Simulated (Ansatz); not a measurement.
**How fast states decay through Na2H2SO**

Wanted: the relaxed cell of Na2H2SO, its band edges and its decay constants. It is built by putting S for part of the O in the NaHO structure of space group P2_1/m, with the volume rescaled by atomic radii. The parent structure comes from the Materials Project.

Program: Ansatz 0.2.0. Level of theory: PBEsol DFT, plane waves, PAW files, in the first sound run; inputs show where later runs differ. Results are calculated unless marked as measured.

The structure was built from a prototype and need not be the compound's stable phase.

**1. The structure**

It takes space group Pm (No. 6, monoclinic). The conventional cell has a = 3.502 Å, b = 3.496 Å, c = 5.814 Å, α = 90.00°, β = 106.10°, γ = 90.00°. Nearest to Na lie 1 S at 2.36 Å and 4 O at 2.48 to 2.51 Å. Nearest to Na lie 1 O at 2.36 Å and 4 S at 2.48 to 2.51 Å. Nearest to H lie 1 S at 1.00 Å. H has 1 O at 1.00 Å nearest. Nearest to O lie 1 H at 1.00 Å and 5 Na at 2.36 to 2.51 Å. Nearest to S lie 1 H at 1.00 Å and 5 Na at 2.36 to 2.51 Å. It derives from NaHO. S for part of the O in the NaHO structure of space group P2_1/m. Farther neighbours and most contacts between anions are not listed.

**2. Relaxing the new crystal**

The substituted atoms don't fit the parent's cell, so cell and atoms relax together. A small smearing keeps the run stable in case the gap closes on the way.

Contents of input.yaml:

```yaml
crystal:
  lattice:
    - [3.5024791371, 0.0, 0.0]
    - [0.0, 3.4964348884, 0.0]
    - [-1.6125276431, 0.0, 5.5856425022]
  atoms:
    - { symbol: Na, position: [0.66702716, 0.25, 0.81837155] }
    - { symbol: Na, position: [0.33297284, 0.75, 0.18162845] }
    - { symbol: H, position: [0.95947182, 0.25, 0.41905505] }
    - { symbol: H, position: [0.04052818, 0.75, 0.58094495] }
    - { symbol: O, position: [0.14622684, 0.75, 0.75947481] }
    - { symbol: S, position: [0.85377316, 0.25, 0.24052519] }
kpoints:
  mp_grid: { grid: [6, 6, 4] }
scf:
  occupations: { method: gaussian, width: 0.03 }
hamiltonian:
  xc: pbesol
output:
  forces: true
  stress: true
relax:
  f_tol: 0.02
  max_steps: 60
  cell: {}
```

Launch:

```
$ ansatz run input.yaml --threads 2 --pin off --max-ram 4096MiB --backend cpu --events-out ev --progress --plain --runs-dir out
```

Numbers of over 12 decimals in the logs are rounded to 6 here.

The log of the run:

```text
Engine: ansatz 0.2.0, x86_64-unknown-linux-gnu
Pseudopotentials: kind: paw
Pseudopotential: Na, paw, valence charge 9, recommended cutoff 420 eV (normal), Na.paw.azcp
Pseudopotential: H, paw, valence charge 1, recommended cutoff 420 eV (normal), H.paw.azcp
Pseudopotential: O, paw, valence charge 6, recommended cutoff 420 eV (normal), O.paw.azcp
Pseudopotential: S, paw, valence charge 6, recommended cutoff 420 eV (normal), S.paw.azcp
Functional definition: PBEsol
  exchange = pbesol_x
  correlation = pbesol_c
Crystal: 6 atoms, lattice volume = 68.403 Å³
Basis set: ecut = 420 eV, 1345 PW (Γ), exchange–correlation on 48×48×80 points (8 copies of the dense FFT grid, shifted against one another)
Bands: 22, of which v1, the nominal top of the filled ones, is band 16 counted from 1 (15 counted from 0)
Symmetry: 2 space group operations
Space group: Pm (ITA 6), of the structure as read, at distance tolerance 4.1e-5 Å
k-points: 56 of 144 (time reversal used)
Non-local potential: Na, projectors of the file, l = 0: 3, l = 1: 2, l = 2: 1
Non-local potential: H, projectors of the file, l = 0: 2, l = 1: 1
Non-local potential: O, projectors of the file, l = 0: 2, l = 1: 2, l = 2: 1
Non-local potential: S, projectors of the file, l = 0: 2, l = 1: 2, l = 2: 2
PAW form: soft (Blöchl's): semilocal exchange-correlation on the pseudo side does not see the compensation charge
PAW frozen core: Na, regenerated for the run's functional, and the local potential with it (the file was generated under x = pbe(κ = 0.804, μ = 0.219515), c = pbe(β = 0.066725))
PAW frozen core: O, regenerated for the run's functional, and the local potential with it (the file was generated under x = pbe(κ = 0.804, μ = 0.219515), c = pbe(β = 0.066725))
PAW frozen core: S, regenerated for the run's functional, and the local potential with it (the file was generated under x = pbe(κ = 0.804, μ = 0.219515), c = pbe(β = 0.066725))
PAW one-centre angular grid: Na, 110 points (default); XC on 64 Gauss nodes
PAW one-centre angular grid: H, 110 points (default); XC on 64 Gauss nodes
PAW one-centre angular grid: O, 110 points (default); XC on 64 Gauss nodes
PAW one-centre angular grid: S, 110 points (default); XC on 64 Gauss nodes
Initial density: superposition of atomic densities (neutral atoms: chi_scale 0, normalization atom), corrected by the library's trained network
Initial wavefunctions: pseudopotential atomic-orbital guess
Functional: x = pbesol(κ = 0.804, μ = 0.123457), c = pbesol(β = 0.046)
SCF iter   1: F=—  HF=-4428.120128 eV  |F-HF|=—  |Δ(HF+E_count)|=         —  Δρ=8.05e-3  dr2=3.36e-2  ethr=1.77e-3  ⟨swp⟩=6.2  Hψ=6353  notcnv=0  defer=1
preconditioner: auto → none  [insulator: Δε(μ)=3.396 eV  Ē_g=20.350 eV  σ=0.030 eV  W_gap=1.00  n_scr=14 (ndim 8)  ℏωp=23.8 eV  f_vac=0.053  D(μ)=0.00/eV (n_scr^D=0)  ε∞_Penn≈2.4]
SCF iter   2: F=—  HF=-4428.110027 eV  |F-HF|=—  |Δ(HF+E_count)|=   1.01e-2  Δρ=4.71e-3  dr2=1.16e-2  ethr=1.05e-4  ⟨swp⟩=2.0  Hψ=2376  notcnv=0  defer=88
SCF iter   3: F=—  HF=-4428.106938 eV  |F-HF|=—  |Δ(HF+E_count)|=   3.09e-3  Δρ=1.61e-3  dr2=1.26e-3  ethr=3.63e-5  ⟨swp⟩=2.0  Hψ=1840  notcnv=0  defer=88
SCF iter   4: F=—  HF=-4428.107158 eV  |F-HF|=—  |Δ(HF+E_count)|=   2.21e-4  Δρ=4.29e-4  dr2=9.13e-5  ethr=3.94e-6  ⟨swp⟩=2.1  Hψ=1477  notcnv=0  defer=88
SCF iter   5: F=—  HF=-4428.107206 eV  |F-HF|=—  |Δ(HF+E_count)|=   4.81e-5  Δρ=1.26e-4  dr2=7.02e-6  ethr=2.85e-7  ⟨swp⟩=2.0  Hψ=1531  notcnv=0  defer=88
SCF iter   6: F=—  HF=-4428.107219 eV  |F-HF|=—  |Δ(HF+E_count)|=   1.25e-5  Δρ=2.99e-5  dr2=3.50e-7  ethr=2.19e-8  ⟨swp⟩=2.0  Hψ=1503  notcnv=0  defer=88
SCF iter   7: F=-4428.107219 eV  HF=-4428.107219 eV  |F-HF|=5.43e-8  |Δ(HF+E_count)|=   4.62e-7  Δρ=1.12e-5  dr2=3.30e-8  ethr=3.13e-10  ⟨swp⟩=5.0  Hψ=4121  notcnv=0
SCF 1 converged in 7 iterations: F = -4428.107219 eV  dr2 = 3.30e-8
  greatest PAW one-centre occupation: 0.999 electrons in one spin orbital (limit 2), on the Na atom at site 1 (counted from 0), in its partial waves of l = 0
relax step   1: F+E_penalty+E_count = -4428.10721938 eV  Δ(F+E_penalty+E_count) = +0.000e0 eV  max|allowed force component| = 2.342e1 eV/Å  Δτ_max = 0.0000 Å  P = +28.674 GPa  Ω = 68.403 Å³  (7 SCF iters, dr2 threshold 1.00e-7 eV, accepted)
Crystal: 6 atoms, lattice volume = 77.794 Å³
Basis set: ecut = 420 eV, 1505 PW (Γ), exchange–correlation on 48×48×80 points (8 copies of the dense FFT grid, shifted against one another)
Initial density: handed on by an earlier stage of this run
Initial wavefunctions: those handed on with the density
iter 1 solved again at ethr=1.49e-3 eV; its pass at ethr=3.10e-3 eV (dr2=4.77e-1 eV) is discarded
SCF iter   1: F=—  HF=-4431.281888 eV  |F-HF|=—  |Δ(HF+E_count)|=         —  Δρ=3.20e-2  dr2=4.79e-1  ethr=1.49e-3  ⟨swp⟩=1.1  Hψ=7195  notcnv=0
preconditioner: auto → none  [insulator: Δε(μ)=2.540 eV  Ē_g=19.912 eV  σ=0.030 eV  W_gap=1.00  n_scr=16 (ndim 8)  ℏωp=22.3 eV  f_vac=0.095  D(μ)=0.00/eV (n_scr^D=0)  ε∞_Penn≈2.3]
SCF iter   2: F=—  HF=-4431.148554 eV  |F-HF|=—  |Δ(HF+E_count)|=   1.33e-1  Δρ=1.40e-2  dr2=7.53e-2  ethr=1.49e-3  ⟨swp⟩=2.8  Hψ=2085  notcnv=0  defer=1
SCF iter   3: F=—  HF=-4431.141621 eV  |F-HF|=—  |Δ(HF+E_count)|=   6.93e-3  Δρ=8.14e-3  dr2=3.55e-2  ethr=2.35e-4  ⟨swp⟩=2.1  Hψ=2369  notcnv=0  defer=88
SCF iter   4: F=—  HF=-4431.134663 eV  |F-HF|=—  |Δ(HF+E_count)|=   6.96e-3  Δρ=2.16e-3  dr2=1.49e-3  ethr=1.11e-4  ⟨swp⟩=2.0  Hψ=1850  notcnv=0  defer=88
SCF iter   5: F=—  HF=-4431.134739 eV  |F-HF|=—  |Δ(HF+E_count)|=   7.65e-5  Δρ=4.97e-4  dr2=8.14e-5  ethr=4.64e-6  ⟨swp⟩=2.0  Hψ=1680  notcnv=0  defer=88
SCF iter   6: F=—  HF=-4431.134903 eV  |F-HF|=—  |Δ(HF+E_count)|=   1.64e-4  Δρ=1.44e-4  dr2=1.77e-5  ethr=2.54e-7  ⟨swp⟩=2.3  Hψ=1677  notcnv=0  defer=88
SCF iter   7: F=—  HF=-4431.134902 eV  |F-HF|=—  |Δ(HF+E_count)|=   1.30e-6  Δρ=3.46e-5  dr2=6.59e-7  ethr=5.53e-8  ⟨swp⟩=2.0  Hψ=1483  notcnv=0  defer=88
SCF iter   8: F=-4431.134902 eV  HF=-4431.134902 eV  |F-HF|=1.64e-8  |Δ(HF+E_count)|=   2.61e-7  Δρ=5.76e-6  dr2=1.65e-8  ethr=1.87e-9  ⟨swp⟩=4.1  Hψ=3648  notcnv=0
SCF 2 converged in 8 iterations: F = -4431.134902 eV  dr2 = 1.65e-8
relax step   2: F+E_penalty+E_count = -4431.13490244 eV  Δ(F+E_penalty+E_count) = -3.028e0 eV  max|allowed force component| = 6.677e0 eV/Å  Δτ_max = 0.1414 Å  P = +9.292 GPa  Ω = 77.794 Å³  energy of the carried Pulay correction = -1.624e-2 eV  (8 SCF iters, dr2 threshold 6.00e-7 eV, accepted)
Crystal: 6 atoms, lattice volume = 83.153 Å³
[...]
relax step  18: F+E_penalty+E_count = -4432.00924536 eV  Δ(F+E_penalty+E_count) = -6.956e-5 eV  max|allowed force component| = 3.450e-2 eV/Å  Δτ_max = 0.0211 Å  P = -0.003 GPa  Ω = 81.000 Å³  energy of the carried Pulay correction = -2.131e-2 eV  (6 SCF iters, dr2 threshold 6.00e-7 eV, accepted)
relax step  19: F+E_penalty+E_count = -4432.00937709 eV  Δ(F+E_penalty+E_count) = -1.317e-4 eV  max|allowed force component| = 5.381e-3 eV/Å  Δτ_max = 0.0072 Å  P = -0.009 GPa  Ω = 80.977 Å³  energy of the carried Pulay correction = -2.128e-2 eV  (5 SCF iters, dr2 threshold 7.44e-8 eV, accepted)
relax step  20: F+E_penalty+E_count = -4432.06449779 eV  Δ(F+E_penalty+E_count) = -5.512e-2 eV  max|allowed force component| = 5.034e-3 eV/Å  Δτ_max = 0.0000 Å  P = +0.808 GPa  Ω = 80.977 Å³  stress off target by 1.15e0 GPa  SCF on the basis re-selected at this cell (its energy is not comparable with the rows above)  (8 SCF iters)
relax step  21: F+E_penalty+E_count = -4432.06965169 eV  Δ(F+E_penalty+E_count) = -5.154e-3 eV  max|allowed force component| = 5.198e-2 eV/Å  Δτ_max = 0.0313 Å  P = +0.093 GPa  Ω = 83.289 Å³  energy of the carried Pulay correction = -3.520e-3 eV  (6 SCF iters, dr2 threshold 6.00e-7 eV, accepted)
relax step  22: F+E_penalty+E_count = -4432.06943218 eV  Δ(F+E_penalty+E_count) = +2.195e-4 eV  max|allowed force component| = 4.145e-2 eV/Å  Δτ_max = 0.0177 Å  P = +0.028 GPa  Ω = 83.671 Å³  energy of the carried Pulay correction = -4.256e-3 eV  (6 SCF iters, dr2 threshold 1.69e-7 eV, accepted)
relax step  23: F+E_penalty+E_count = -4432.06942952 eV  Δ(F+E_penalty+E_count) = +2.657e-6 eV  max|allowed force component| = 1.653e-2 eV/Å  Δτ_max = 0.0232 Å  P = -0.036 GPa  Ω = 84.094 Å³  energy of the carried Pulay correction = -5.058e-3 eV  (6 SCF iters, dr2 threshold 1.07e-7 eV, accepted)
relax step  24: F+E_penalty+E_count = -4432.06977997 eV  Δ(F+E_penalty+E_count) = -3.504e-4 eV  max|allowed force component| = 3.221e-2 eV/Å  Δτ_max = 0.0205 Å  P = -0.020 GPa  Ω = 84.041 Å³  energy of the carried Pulay correction = -4.927e-3 eV  (6 SCF iters, dr2 threshold 5.64e-8 eV, accepted)
relax step  25: F+E_penalty+E_count = -4432.06992121 eV  Δ(F+E_penalty+E_count) = -1.412e-4 eV  max|allowed force component| = 6.133e-3 eV/Å  Δτ_max = 0.0042 Å  P = -0.014 GPa  Ω = 84.011 Å³  energy of the carried Pulay correction = -4.861e-3 eV  (5 SCF iters, dr2 threshold 6.49e-8 eV, accepted)
relax step  26: F+E_penalty+E_count = -4432.07517228 eV  Δ(F+E_penalty+E_count) = -5.251e-3 eV  max|allowed force component| = 6.680e-3 eV/Å  Δτ_max = 0.0000 Å  P = -0.004 GPa  Ω = 84.011 Å³  stress off target by 5.63e-2 GPa  SCF on the basis re-selected at this cell (its energy is not comparable with the rows above)  (7 SCF iters)
relax step  27: F+E_penalty+E_count = -4432.07510674 eV  Δ(F+E_penalty+E_count) = +6.555e-5 eV  max|allowed force component| = 5.895e-2 eV/Å  Δτ_max = 0.0096 Å  P = -0.028 GPa  Ω = 84.037 Å³  energy of the carried Pulay correction = -5.216e-5 eV  (6 SCF iters, dr2 threshold 7.92e-9 eV, rejected (line search))
relax step  28: F+E_penalty+E_count = -4432.07516804 eV  Δ(F+E_penalty+E_count) = +4.243e-6 eV  max|allowed force component| = 7.088e-3 eV/Å  Δτ_max = 0.0032 Å  P = -0.000 GPa  Ω = 84.044 Å³  energy of the carried Pulay correction = -4.885e-5 eV  (7 SCF iters, accepted)
relax step  29: F+E_penalty+E_count = -4432.07508503 eV  Δ(F+E_penalty+E_count) = +8.301e-5 eV  max|allowed force component| = 1.192e-2 eV/Å  Δτ_max = 0.0068 Å  P = -0.005 GPa  Ω = 84.104 Å³  energy of the carried Pulay correction = -1.397e-4 eV  (8 SCF iters, accepted)
iter 1 solved again at ethr=3.29e-7 eV; its pass at ethr=3.10e-3 eV (dr2=1.05e-4 eV) is discarded
SCF iter   1: F=—  HF=-4432.075122 eV  |F-HF|=—  |Δ(HF+E_count)|=         —  Δρ=1.01e-4  dr2=2.02e-7  ethr=3.29e-7  ⟨swp⟩=3.6  Hψ=8993  notcnv=0
preconditioner: auto → none  [insulator: Δε(μ)=2.888 eV  Ē_g=10.640 eV  σ=0.030 eV  W_gap=1.00  n_scr=16 (ndim 8)  ℏωp=15.1 eV  f_vac=0.028  D(μ)=0.00/eV (n_scr^D=0)  ε∞_Penn≈3.0]
SCF iter   2: F=—  HF=-4432.075199 eV  |F-HF|=—  |Δ(HF+E_count)|=   7.72e-5  Δρ=5.07e-5  dr2=5.36e-8  ethr=6.32e-10  ⟨swp⟩=3.0  Hψ=2382  notcnv=0
SCF iter   3: F=—  HF=-4432.075227 eV  |F-HF|=—  |Δ(HF+E_count)|=   2.77e-5  Δρ=9.53e-6  dr2=5.19e-8  ethr=1.67e-10  ⟨swp⟩=2.2  Hψ=1776  notcnv=0
SCF iter   4: F=—  HF=-4432.075227 eV  |F-HF|=—  |Δ(HF+E_count)|=   2.32e-7  Δρ=1.24e-6  dr2=4.23e-10  ethr=1.62e-10  ⟨swp⟩=2.0  Hψ=1668  notcnv=0
SCF iter   5: F=-4432.075227 eV  HF=-4432.075227 eV  |F-HF|=2.53e-10  |Δ(HF+E_count)|=   9.09e-9  Δρ=3.09e-7  dr2=2.47e-11  ethr=1.00e-12  ⟨swp⟩=5.0  Hψ=3998  notcnv=0
SCF 30 converged in 5 iterations: F = -4432.075227 eV  dr2 = 2.47e-11
relax step  30: F+E_penalty+E_count = -4432.07522674 eV  Δ(F+E_penalty+E_count) = -1.417e-4 eV  max|allowed force component| = 1.195e-2 eV/Å  Δτ_max = 0.0000 Å  P = -0.005 GPa  Ω = 84.104 Å³  stress off target by 2.25e-2 GPa  SCF on the basis re-selected at this cell (its energy is not comparable with the rows above)  (5 SCF iters)
basis re-selected at this cell: Δ(F+E_penalty+E_count) = -1.417e-4 eV, ΔP = +0.000 GPa vs the last step (what re-selecting the basis moved, of the pressure what is left beyond the Pulay correction that the steps carried, after the strain that the cell walked since its last selection, with what the two solves' SCF thresholds leave and, on support functions, any second-order correction that the steps lacked; it is no m [...]
SCF converged after 5 iterations
Free energy (F): -4432.075227 eV
Harris-Foulkes:  -4432.075227 eV  (|F-HF|=2.53e-10)
Internal energy: -4432.075227 eV  (E = F + TS)
E sigma→0 (E₀):  -4432.075227 eV
Fermi energy:    3.500822 eV
--- Per-component energies (eV) ---
  E_band       = -478.098152
  E_kinetic    = 551.325420
  E_local      = -3252.858843  (includes V_loc(G=0)·N_el)
  E_nonlocal   = 312.147259
  E_hartree    = 1167.478795
  E_xc         = -264.053543
  E_vxc        = -303.887977  (∫ρ·V_xc dr)
  E_paw        = -1244.443795  (= ΣΔE_a)
  E_vpaw       = -119.781595  (= ΣTr[D̂ρ^β])
  E_aug_tail   = -0.000027  (compensation charges beyond the density's cutoff)
  E_ewald      = -1701.877117
  E_core_change = 0.206625  (= ΣΔE_core)
  E_smearing   = -0.000000  (= −TS)
  E_closure    = -0.000000  (closes the sum)
  Σ components = -4432.075227   (vs F -4432.075227, Δ=0.00e0)
--- Forces (eV/Å), atoms counted from 1 ---
  atom   1  Na    -0.00038010     0.00000000    -0.00423111
  atom   2  Na     0.00002042     0.00000000     0.00446406
  atom   3  H      0.00197395     0.00000000     0.00215365
  atom   4  H      0.00524780    -0.00000000     0.01194949
  atom   5  O     -0.00651032    -0.00000000    -0.01126158
  atom   6  S     -0.00035009     0.00000000    -0.00306907
  max |Σ_I F_I| component: 5.44e-6 eV/Å
--- Stress (GPa, compression-positive) ---
        0.002672       0.000000      -0.010213
        0.000000       0.000442      -0.000000
       -0.010213      -0.000000      -0.018359
  P = ⅓ Tr σ = -0.0051 GPa (-0.051 kbar)
--- Relaxed structure (27 steps of the walk, 23 accepted, 3 SCFs on fresh bases) ---
  F+E_penalty+E_count = -4432.07522674 eV   max|allowed force component| = 1.195e-2 eV/Å   (the final SCF, on the basis selected at the relaxed cell)
  cell:  # Å, volume = 84.1042 Å³
    - [3.592028, 4.761603950767971e-17, 0.214444]
    - [4.7533868230242265e-17, 3.930841, 5.43868590207144e-17]
    - [-1.311768, 6.49621348751793e-17, 5.878206]
  atoms:
    - { symbol: Na, position: [0.623600, 0.250000, 0.766210] }
    - { symbol: Na, position: [0.216213, 0.750000, 0.138430] }
    - { symbol: H, position: [1.111883, 0.250000, 0.396061] }
    - { symbol: H, position: [0.066880, 0.750000, 0.632865] }
    - { symbol: O, position: [0.233482, 0.750000, 0.777250] }
    - { symbol: S, position: [0.747943, 0.250000, 0.289185] }
```

The job ended after 52 s (2 threads of Intel Xeon 6975P-C (Granite Rapids), shared host; peak memory 0.48 GiB).

Relaxation path (22 of 30):

```csv
step,energy less that of the first step (eV),largest force component (eV/Å),pressure (GPa),volume (Å³)
1,0.0000,23.4227,28.67,68.40
2,-3.0277,6.6767,9.29,77.79
4,-3.7699,0.5312,-0.99,84.48
5,-3.8218,0.1359,-0.20,81.78
7,-3.7603,1.1767,-0.51,78.07
8,-3.8635,0.2760,0.55,80.05
9,-3.8570,0.9048,-0.79,80.57
11,-3.8803,0.1123,0.15,80.86
12,-3.8869,0.1020,-0.05,81.13
13,-3.8942,0.0593,-0.04,81.15
15,-3.8927,0.4993,0.29,81.42
16,-3.9012,0.0385,-0.08,81.13
18,-3.9020,0.0345,0.00,81.00
19,-3.9022,0.0054,-0.01,80.98
20*,-3.9573,0.0050,0.81,80.98
22,-3.9622,0.0415,0.03,83.67
23,-3.9622,0.0165,-0.04,84.09
24,-3.9626,0.0322,-0.02,84.04
26*,-3.9680,0.0067,0.00,84.01
27,-3.9679,0.0589,-0.03,84.04
29,-3.9679,0.0119,-0.01,84.10
30*,-3.9680,0.0119,-0.01,84.10
```

Relaxation steps marked * repeat the geometry before them on a plane-wave basis chosen anew for their cell, so energy and pressure can jump there. Other such steps can lie between the rows shown. Relaxation steps 7, 9, 15, 27 were tried and not accepted.

Forces are held to the 2 operations that the run works with; a distortion that breaks them can't arise in this run.

```csv
cell as run,before,after,change
a (Å),3.502,3.598,+2.7 %
b (Å),3.496,3.931,+12.4 %
c (Å),5.814,6.023,+3.6 %
β (°),106.10,99.16,-6.5 %
volume (Å³/atom),11.40,14.02,+23.0 %
```

The atoms that moved most (Å, as changes of fractional coordinates times the final cell):

```csv
atom,dx,dy,dz,length
H3,0.578,0.000,-0.102,0.587
S6,-0.444,0.000,0.263,0.516
Na2,-0.363,0.000,-0.279,0.458
Na1,-0.088,0.000,-0.316,0.328
O5,0.290,0.000,0.123,0.315
H4,0.027,0.000,0.311,0.312
```

This step gave:

* free energy: -4432.0752 eV
* Fermi energy: 3.501 eV
* pressure: -0.005082 GPa

The largest force component on a free atom ends at 0.012 eV/Å.

(Continued in part 2 of 3.)

[Logs are printed without paths, hosts, clocks, repeated set-up lines and the standing remarks that a program may print on its own settings, such as how far it seeks lower states.]

[Hosts, paths, dates, database ids (printed as entryN), source tags and the programs' standing remarks are cut or masked in the printed files.]
